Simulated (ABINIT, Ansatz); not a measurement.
**SrCl2 (Fm-3m): Raman and infrared activity**

Which lines does SrCl2 (Fm-3m) show in Raman and infrared spectra?

Calculated with ABINIT 10.8.3; DFT LDA, scalar-relativistic, plane waves, PseudoDojo norm-conserving pseudopotentials.

**1. The structure**

Symmetry: Fm-3m, No. 225, cubic system. Conventional cell: a = 6.799 Å, b = 6.799 Å, c = 6.799 Å, α = 90.00°, β = 90.00°, γ = 90.00°. Nearest to Sr lie 8 Cl at 2.94 Å. Nearest to Cl lie 4 Sr at 2.94 Å. Farther neighbours and most contacts between anions are not listed.

**2. Relaxation**

The harmonic expansion needs vanishing forces, and a free crystal bears no stress, so cell and atoms are brought to rest. Stress is more sensitive to the basis than forces are: the last 3 Ha under the cutoff are smoothed with ecutsm, and the cutoff is raised above that of the later runs.

The starting cell comes from a relaxation made beforehand in Ansatz (LDA, PseudoDojo NC).

File relax.abi:

```
# relaxation
ionmov 2
optcell 2
dilatmx 1.08
ntime 40
tolmxf 1.0d-05
tolvrs 1.0d-14
prtwf 0
prtden 0
chksymtnons 0

# basis, mesh and filling
ecut 35.0
ecutsm 3.0
ngkpt 6 6 6
nshiftk 1
shiftk 0.0 0.0 0.0
istwfk *1
occopt 1
nband 12
nstep 100
diemac 9.0
prtebands 0
prtgsr 0

# cell and atoms
acell 9.085448502 9.085448502 9.085448502
rprim 
    0.0 0.7071067812 0.7071067812
    0.7071067812 0.0 0.7071067812
    0.7071067812 0.7071067812 0.0
ntypat 2
znucl 38 17
natom 3
typat 1 2 2
xred 
    0.0 0.0 0.0
    0.25 0.25 0.25
    0.75 0.75 0.75
pp_dirpath "./pseudo"
pseudos "Sr.upf, Cl.upf"
```

Command:

```console
$ OMP_NUM_THREADS=1 mpirun -n 4 abinit relax.abi > relax.log
```

Numbers of over 12 decimals in the logs are rounded to 6 here.

relax.abo, the main output file:

```text
[banners, grids, parts of the stress and lines that vanish by symmetry left out]
- input  file    -> relax.abi
- output file    -> relax.abo
- root for input  files -> relaxi
[...]
Symmetries : space group Fm -3 m (#225); Bravais cF (face-center cubic)
[...]
mpw =        6638          nfft =      157464          nkpt =          16
[...]
== DATASET  1 ==================================================================
[...]
cutoff_energies: {ecut:  35.0, pawecutdg:  -1.0, }
[...]
ETOT  1  -67.319737069849    -6.732E+01 9.270E-02 1.005E+02
 ETOT  2  -67.348867475312    -2.913E-02 5.056E-06 1.860E+01
 ETOT  3  -67.351151113235    -2.284E-03 3.416E-05 2.442E-01
 ETOT  4  -67.351165227462    -1.411E-05 3.077E-07 1.307E-02
 ETOT  5  -67.351165452247    -2.248E-07 8.407E-09 4.946E-04
[...]
At SCF step   11       vres2   =  5.22E-15 < tolvrs=  1.00E-14 =>converged.
[...]
sigma(1 1)=  1.72235327E-07  sigma(3 2)=  0.00000000E+00
  sigma(2 2)=  1.72235327E-07  sigma(3 1)=  0.00000000E+00
  sigma(3 3)=  1.72235327E-07  sigma(2 1)=  0.00000000E+00
[...]
convergence: {deltae: -1.307E-12, res2:  5.221E-15, residm:  4.934E-20, diffor: null, }
etotal    :  -6.73511655E+01
[...]
ETOT  1  -67.351165465506    -6.735E+01 5.635E-14 1.233E-05
[...]
At SCF step    8       vres2   =  1.04E-16 < tolvrs=  1.00E-14 =>converged.
[...]
sigma(1 1)=  1.48993219E-07  sigma(3 2)=  0.00000000E+00
  sigma(2 2)=  1.48993219E-07  sigma(3 1)=  0.00000000E+00
  sigma(3 3)=  1.48993219E-07  sigma(2 1)=  0.00000000E+00
[...]
convergence: {deltae: -2.188E-12, res2:  1.040E-16, residm:  1.200E-20, diffor: null, }
etotal    :  -6.73511655E+01
[...]
ETOT  1  -67.351165444982    -6.735E+01 5.770E-12 5.067E-04
[...]
ETOT  7  -67.351165469980    -2.970E-12 5.732E-17 7.915E-13
 ETOT  8  -67.351165469977     3.055E-12 4.864E-19 3.778E-15
 At SCF step    8       vres2   =  3.78E-15 < tolvrs=  1.00E-14 =>converged.
[...]
sigma(1 1)= -6.16817231E-12  sigma(3 2)=  0.00000000E+00
  sigma(2 2)= -6.16817318E-12  sigma(3 1)=  0.00000000E+00
  sigma(3 3)= -6.16817404E-12  sigma(2 1)=  0.00000000E+00
[...]
convergence: {deltae:  3.055E-12, res2:  3.778E-15, residm:  4.864E-19, diffor: null, }
etotal    :  -6.73511655E+01
[...]
At Broyd/MD step   3, gradients are converged :
[...]
sigma(1 1)= -6.16817231E-12  sigma(3 2)=  0.00000000E+00
  sigma(2 2)= -6.16817318E-12  sigma(3 1)=  0.00000000E+00
  sigma(3 3)= -6.16817404E-12  sigma(2 1)=  0.00000000E+00
[...]
- sigma(1 1)= -1.81473895E-07  sigma(3 2)=  0.00000000E+00
- sigma(2 2)= -1.81473920E-07  sigma(3 1)=  0.00000000E+00
- sigma(3 3)= -1.81473946E-07  sigma(2 1)=  0.00000000E+00
[...]
fcart     -0.0000000000E+00 -0.0000000000E+00 -0.0000000000E+00
           strten     -6.1681723097E-12 -6.1681731771E-12 -6.1681740444E-12
================================================================================

[key lines of the parts left out:]
pressure_GPa:   1.8147E-07
Total energy (etotal) [Ha]= -6.73511654699772E+01
```

It took 48 s on 4 MPI ranks of Intel Xeon at 2.70GHz, shared host; 3.1 min of CPU time.

Little changed from the start: no atom moved by 0.005 Å and no cell edge by 0.1 %.

Numbers from this step:

- volume per atom: 26.19 Å³
- pressure: 1.81e-7 GPa

**3. Self-consistent run for the response**

First-order wavefunctions inherit every error of the ground state, hence the very tight tolvrs. The mesh is shifted off Γ, since shifted meshes converge sums over the zone faster.

File gs.abi:

```
# ground state
tolvrs 1.0d-16
prtden 1
prtwf 1

# basis, mesh and filling
ecut 28.0
ngkpt 4 4 4
nshiftk 4
shiftk 
    0.5 0.5 0.5
    0.5 0.0 0.0
    0.0 0.5 0.0
    0.0 0.0 0.5
istwfk *1
occopt 1
nband 12
nstep 100
diemac 9.0
prtebands 0
prtgsr 0

# cell and atoms
acell 9.085100651 9.085100651 9.085100651
rprim 
    0.0 0.7071067812 0.7071067812
    0.7071067812 0.0 0.7071067812
    0.7071067812 0.7071067812 0.0
ntypat 2
znucl 38 17
natom 3
typat 1 2 2
xred 
    0.0 0.0 0.0
    0.25 0.25 0.25
    0.75 0.75 0.75
pp_dirpath "./pseudo"
pseudos "Sr.upf, Cl.upf"
```

Command:

```console
$ OMP_NUM_THREADS=1 mpirun -n 4 abinit gs.abi > gs.log
```

gs.abo, the main output file:

```text
[banners, grids, parts of the stress and lines that vanish by symmetry left out]
- input  file    -> gs.abi
- output file    -> gs.abo
- root for input  files -> gsi
[...]
Symmetries : space group Fm -3 m (#225); Bravais cF (face-center cubic)
[...]
mpw =        3760          nfft =       91125          nkpt =          10
[...]
== DATASET  1 ==================================================================
[...]
cutoff_energies: {ecut:  28.0, pawecutdg:  -1.0, }
[...]
ETOT  1  -67.327616684938    -6.733E+01 2.243E-02 6.172E+01
 ETOT  2  -67.347959031701    -2.034E-02 8.735E-07 1.304E+01
 ETOT  3  -67.350735984856    -2.777E-03 3.752E-05 1.112E-01
 ETOT  4  -67.350745101447    -9.117E-06 1.641E-07 8.193E-03
 ETOT  5  -67.350745435036    -3.336E-07 2.595E-09 3.269E-04
[...]
ETOT 10  -67.350745453202     7.049E-12 3.287E-18 2.899E-14
 ETOT 11  -67.350745453209    -6.708E-12 9.729E-20 9.273E-17
 At SCF step   11       vres2   =  9.27E-17 < tolvrs=  1.00E-16 =>converged.
[...]
sigma(1 1)=  8.29867522E-06  sigma(3 2)=  0.00000000E+00
  sigma(2 2)=  8.29867522E-06  sigma(3 1)=  0.00000000E+00
  sigma(3 3)=  8.29867522E-06  sigma(2 1)=  0.00000000E+00
[...]
convergence: {deltae: -6.708E-12, res2:  9.273E-17, residm:  9.729E-20, diffor: null, }
etotal    :  -6.73507455E+01
[...]
sigma(1 1)=  8.29867522E-06  sigma(3 2)=  0.00000000E+00
  sigma(2 2)=  8.29867522E-06  sigma(3 1)=  0.00000000E+00
  sigma(3 3)=  8.29867522E-06  sigma(2 1)=  0.00000000E+00
[...]
- sigma(1 1)=  2.44155455E-01  sigma(3 2)=  0.00000000E+00
- sigma(2 2)=  2.44155455E-01  sigma(3 1)=  0.00000000E+00
- sigma(3 3)=  2.44155455E-01  sigma(2 1)=  0.00000000E+00
[...]
fcart     -5.4576184499E-32  5.4576184499E-32 -5.4576184499E-32
           strten      8.2986752241E-06  8.2986752241E-06  8.2986752241E-06
================================================================================

[key lines of the parts left out:]
pressure_GPa:  -2.4416E-01
```

Elapsed: 8.8 s, on 4 MPI ranks.

This step gave:

```
pressure : -0.2442 GPa
```

The cell stands at -0.24 GPa: the relaxation ran with a smoothed and higher cutoff and on another k mesh.

**4. The gap at rest**

Empty bands on the ground state's density check that the gap assumed so far is there in this cell.

File gap.abi:

```
# empty bands on the ground state's density
iscf -2
getden_filepath "gso_DEN"
tolwfr 1.0d-12
nbdbuf 2
prtwf 0

# basis, mesh and filling
ecut 28.0
ngkpt 6 6 6
nshiftk 1
shiftk 0.0 0.0 0.0
istwfk *1
occopt 1
nband 16
nstep 100
diemac 9.0
prtebands 0
prtgsr 0

# cell and atoms
acell 9.085100651 9.085100651 9.085100651
rprim 
    0.0 0.7071067812 0.7071067812
    0.7071067812 0.0 0.7071067812
    0.7071067812 0.7071067812 0.0
ntypat 2
znucl 38 17
natom 3
typat 1 2 2
xred 
    0.0 0.0 0.0
    0.25 0.25 0.25
    0.75 0.75 0.75
pp_dirpath "./pseudo"
pseudos "Sr.upf, Cl.upf"
```

Command:

```console
$ OMP_NUM_THREADS=1 mpirun -n 4 abinit gap.abi > gap.log
```

gap.abo, the main output file:

```text
[banners, grids, parts of the stress and lines that vanish by symmetry left out]
- input  file    -> gap.abi
- output file    -> gap.abo
- root for input  files -> gapi
[...]
Symmetries : space group Fm -3 m (#225); Bravais cF (face-center cubic)
[...]
mpw =        3812          nfft =       91125          nkpt =          16
[...]
== DATASET  1 ==================================================================
[...]
cutoff_energies: {ecut:  28.0, pawecutdg:  -1.0, }
[...]
-outvars: echo values of variables after computation
            acell      9.0851006510E+00  9.0851006510E+00  9.0851006510E+00 Bohr
================================================================================
```

Elapsed: 10 s, on 4 MPI ranks; 39 s of CPU time.

Read from the output:

| Item | Value |
| --- | --- |
| gap on the k-mesh | 5.103 eV |

In this cell the gap on the mesh is 5.1 eV, direct, so fixed occupations hold.

**5. Linear response at Γ**

The derivative of the wavefunctions by k comes first, since the response to a field is built on it; then the field and the displacements that symmetry doesn't supply are solved at q = 0. By the 2n+1 theorem the first-order wavefunctions also give third derivatives: Raman tensors and the non-linear susceptibility.

It reads the wavefunctions written in step 3.

File dfpt_gamma.abi:

```
ndtset 3

# common to the responses
getwfk_filepath "gso_WFK"
kptopt 2
nqpt 1
qpt 0.0 0.0 0.0
asr 0
chneut 0

# d/dk
rfelfd1 2
rfdir1 1 1 1
iscf1 -3
tolwfr1 1.0d-20

# displacements, field
rfphon2 1
rfatpol2 1 3
rfdir2 1 1 1
rfelfd2 3
getddk2 1
tolvrs2 1.0d-10
prepanl2 1
prtden2 1

# third order
optdriver3 5
getden_filepath3 "gso_DEN"
get1den3 2
get1wf3 2
getddk3 1
d3e_pert1_elfd3 1
d3e_pert1_phon3 1
d3e_pert1_atpol3 1 3
d3e_pert1_dir3 1 1 1
d3e_pert2_elfd3 1
d3e_pert2_dir3 1 1 1
d3e_pert3_elfd3 1
d3e_pert3_dir3 1 1 1
usepead3 1
tolvrs3 1.0d-10

# basis, mesh and filling
ecut 28.0
ngkpt 4 4 4
nshiftk 4
shiftk 
    0.5 0.5 0.5
    0.5 0.0 0.0
    0.0 0.5 0.0
    0.0 0.0 0.5
istwfk *1
occopt 1
nband 12
nstep 100
diemac 9.0
prtebands 0
prtgsr 0

# cell and atoms
acell 9.085100651 9.085100651 9.085100651
rprim 
    0.0 0.7071067812 0.7071067812
    0.7071067812 0.0 0.7071067812
    0.7071067812 0.7071067812 0.0
ntypat 2
znucl 38 17
natom 3
typat 1 2 2
xred 
    0.0 0.0 0.0
    0.25 0.25 0.25
    0.75 0.75 0.75
pp_dirpath "./pseudo"
pseudos "Sr.upf, Cl.upf"
```

Command:

```console
$ OMP_NUM_THREADS=1 mpirun -n 4 abinit dfpt_gamma.abi > dfpt_gamma.log
```

dfpt_gamma.abo, the main output file:

```text
[banners, grids, parts of the stress and lines that vanish by symmetry left out]
- input  file    -> dfpt_gamma.abi
- output file    -> dfpt_gamma.abo
- root for input  files -> dfpt_gammai
[...]
DATASET    1 : space group Fm -3 m (#225); Bravais cF (face-center cubic)
[...]
nfft =       91125          nkpt =         128
[...]
DATASET    2 : space group Fm -3 m (#225); Bravais cF (face-center cubic)
[...]
nfft =       91125          nkpt =         128
[...]
DATASET    3 : space group Fm -3 m (#225); Bravais cF (face-center cubic)
[...]
mpw =        3760          nfft =       91125          nkpt =         128
[...]
== DATASET  1 ==================================================================
[...]
cutoff_energies: {ecut:  28.0, pawecutdg:  -1.0, }
[...]
- 17.00000   7.00000  180309                  znucl, zion, pspdat
[...]
Perturbation : derivative vs k along direction   1
[...]
-ETOT  1  -16.396783701025     -1.640E+01 5.395E-02 0.000E+00
 ETOT  2  -16.427009759374     -3.023E-02 1.876E-04 0.000E+00
 ETOT  3  -16.427128092017     -1.183E-04 1.163E-06 0.000E+00
 ETOT  4  -16.427128727339     -6.353E-07 8.103E-09 0.000E+00
 ETOT  5  -16.427128731187     -3.847E-09 9.822E-11 0.000E+00
[...]
At SCF step   10   max residual=  9.95E-21 < tolwfr=  1.00E-20 =>converged.
[...]
Perturbation : derivative vs k along direction   2
[...]
-ETOT  1  -16.396783700743     -1.640E+01 5.395E-02 0.000E+00
[...]
At SCF step   10   max residual=  9.95E-21 < tolwfr=  1.00E-20 =>converged.
[...]
Perturbation : derivative vs k along direction   3
[...]
-ETOT  1  -16.396783700462     -1.640E+01 5.395E-02 0.000E+00
[...]
At SCF step   10   max residual=  9.95E-21 < tolwfr=  1.00E-20 =>converged.
[...]
1        1       1.3476945738   -0.0000000000
     1        2       0.6738472869    0.0000000000
     1        3       0.6738472869   -0.0000000000
     2        1       0.6738472869    0.0000000000
     2        2       1.3476945738    0.0000000000
     2        3       0.6738472869    0.0000000000
     3        1       0.6738472869   -0.0000000000
     3        2       0.6738472869    0.0000000000
     3        3       1.3476945738   -0.0000000000
[...]
== DATASET  2 ==================================================================
[...]
cutoff_energies: {ecut:  28.0, pawecutdg:  -1.0, }
[...]
Perturbation : displacement of atom   1   along direction   1
[...]
-ETOT  1   4.525375     -2.054E+03 1.017E+01 6.548E+02
[...]
At SCF step   10       vres2   =  1.62E-11 < tolvrs=  1.00E-10 =>converged.
[...]
Perturbation : displacement of atom   2   along direction   1
[...]
-ETOT  1   3.864278     -1.021E+03 1.262E+00 2.070E+03
[...]
At SCF step   11       vres2   =  1.22E-11 < tolvrs=  1.00E-10 =>converged.
[...]
Perturbation : homogeneous electric field along direction   1
[...]
-ETOT  1  -54.819261664682     -5.482E+01 4.544E-01 2.459E+04
[...]
At SCF step   11       vres2   =  1.88E-11 < tolvrs=  1.00E-10 =>converged.
[...]
Perturbation : homogeneous electric field along direction   2
[...]
-ETOT  1  -54.819261664065     -5.482E+01 4.544E-01 2.459E+04
[...]
At SCF step   11       vres2   =  1.88E-11 < tolvrs=  1.00E-10 =>converged.
[...]
Perturbation : homogeneous electric field along direction   3
[...]
-ETOT  1  -54.819261663447     -5.482E+01 4.544E-01 2.459E+04
[...]
ETOT 10  -64.440741114959     -7.120E-12 2.086E-14 9.479E-10
 ETOT 11  -64.440741114959     -9.948E-14 7.923E-16 1.879E-11
 At SCF step   11       vres2   =  1.88E-11 < tolvrs=  1.00E-10 =>converged.
[...]
Dielectric tensor, in cartesian coordinates,
[...]
1    5   1    5         3.1286519151        -0.0000000000
   1    5   2    5        -0.0000000000        -0.0000000000
   1    5   3    5        -0.0000000000        -0.0000000000
   2    5   1    5        -0.0000000000        -0.0000000000
   2    5   2    5         3.1286519151        -0.0000000000
   2    5   3    5        -0.0000000000        -0.0000000000
   3    5   1    5        -0.0000000000        -0.0000000000
   3    5   2    5        -0.0000000000        -0.0000000000
   3    5   3    5         3.1286519151        -0.0000000000
  Effective charges, in cartesian coordinates,
[...]
1    1   1    5         2.4882563087         0.0000000000
   2    1   1    5         0.0000000000         0.0000000000
   3    1   1    5        -0.0000000000         0.0000000000
   1    2   1    5        -1.2436752597         0.0000000000
   2    2   1    5        -0.0000000000         0.0000000000
[...]
Effective charges, in cartesian coordinates,
[...]
2    5   1    3         0.0000000000         0.0000000000
   3    5   1    3         0.0000000000         0.0000000000
   1    5   2    3        -0.0000000000         0.0000000000
   2    5   2    3        -1.2436752527         0.0000000000
   3    5   2    3        -0.0000000000         0.0000000000
   1    5   3    3         0.0000000000         0.0000000000
   2    5   3    3         0.0000000000         0.0000000000
   3    5   3    3        -1.2436752527         0.0000000000
  Phonon wavevector (reduced coordinates) :  0.00000  0.00000  0.00000
 Phonon energies in Hartree :
[...]
Phonon frequencies in cm-1    :
-  2.744388E-01  2.744391E-01  2.744398E-01  1.553950E+02  1.553950E+02
-  1.553950E+02  1.915818E+02  1.915818E+02  1.915818E+02
  Phonon at Gamma, with non-analyticity in the
[...]
Phonon energies in Hartree :
[...]
Phonon frequencies in cm-1    :
-  2.744388E-01  2.744391E-01  2.752532E-01  1.553950E+02  1.553950E+02
-  1.915818E+02  1.915818E+02  1.915818E+02  2.361296E+02
  Phonon at Gamma, with non-analyticity in the
[...]
Phonon energies in Hartree :
[...]
Phonon frequencies in cm-1    :
-  2.744388E-01  2.744398E-01  2.752524E-01  1.553950E+02  1.553950E+02
-  1.915818E+02  1.915818E+02  1.915818E+02  2.361296E+02
  Phonon at Gamma, with non-analyticity in the
[...]
Phonon energies in Hartree :
[...]
Phonon frequencies in cm-1    :
-  2.744391E-01  2.744398E-01  2.752522E-01  1.553950E+02  1.553950E+02
-  1.915818E+02  1.915818E+02  1.915818E+02  2.361296E+02
[...]
== DATASET  3 ==================================================================
[...]
cutoff_energies: {ecut:  28.0, pawecutdg:  -1.0, }
[...]
j1 : displacement of atom   2 along direction   1
[...]
j2 : displacement of atom   2 along direction   1
[...]
j2 : displacement of atom   2 along direction   1
[...]
1          1       -0.000000000       -0.000000000       -0.000000000
[...]
1          2       -0.000000000       -0.000000000       -0.000000000
[...]
1          3       -0.000000000       -0.000000000       -0.000000000
[...]
2          1        0.000000000       -0.000000000       -0.000000000
[...]
2          2       -0.000000000        0.000000000       -0.011427587
[...]
2          3        0.000000000       -0.011427587        0.000000000
[...]
3          1       -0.000000000        0.000000000        0.000000000
[...]
3          2        0.000000000       -0.000000000        0.011427587
[...]
3          3       -0.000000000        0.011427587       -0.000000000
[...]
strten2     0.0000000000E+00  0.0000000000E+00  0.0000000000E+00
           strten3     0.0000000000E+00  0.0000000000E+00  0.0000000000E+00
================================================================================
```

Wall time 9 min (4 MPI ranks).

This step gave:

- miss of the charge sum rule: 9.06e-4 e
- largest acoustic frequency at the zone centre before the sum rule: 0.27 cm⁻¹
- highest optical zone-centre mode (no LO-TO term): 191.6 cm⁻¹
- lowest optical zone-centre mode: 155.4 cm⁻¹
- mean high-frequency dielectric constant: 3.129
- largest Born charge in size (third of the trace): 2.488 e

Born charge (rows field, columns displacement), before the sum rule (e), principal values of the symmetric part by kind of site:

| atom | atoms with these values | low | middle | high | mean |
| --- | --- | --- | --- | --- | --- |
| Sr1 | 1 | 2.49 | 2.49 | 2.49 | 2.49 |
| Cl2 | 2 | -1.24 | -1.24 | -1.24 | -1.24 |

In full for Cl2:

```
-1.24  0.00  0.00
 0.00 -1.24  0.00
 0.00  0.00 -1.24
```

High-frequency dielectric tensor:

```
3.13 0.00 0.00
0.00 3.13 0.00
0.00 0.00 3.13
```

The acoustic modes at Γ come out as far as 0.3 cm⁻¹ from zero, where they should vanish, a small numerical error; the Born charges miss their sum rule by 9.1e-4 e, which is good.

(Part 1 of 3 ends here.)

[Host names and launcher messages were left out of these logs when they were recorded.]

[Logs are printed without paths, hosts, clocks, repeated set-up lines and the standing remarks that a program may print on its own settings, such as how far it seeks lower states.]

[Hosts, paths, dates, database ids (printed as entryN), source tags and the programs' standing remarks are cut or masked in the printed files.]
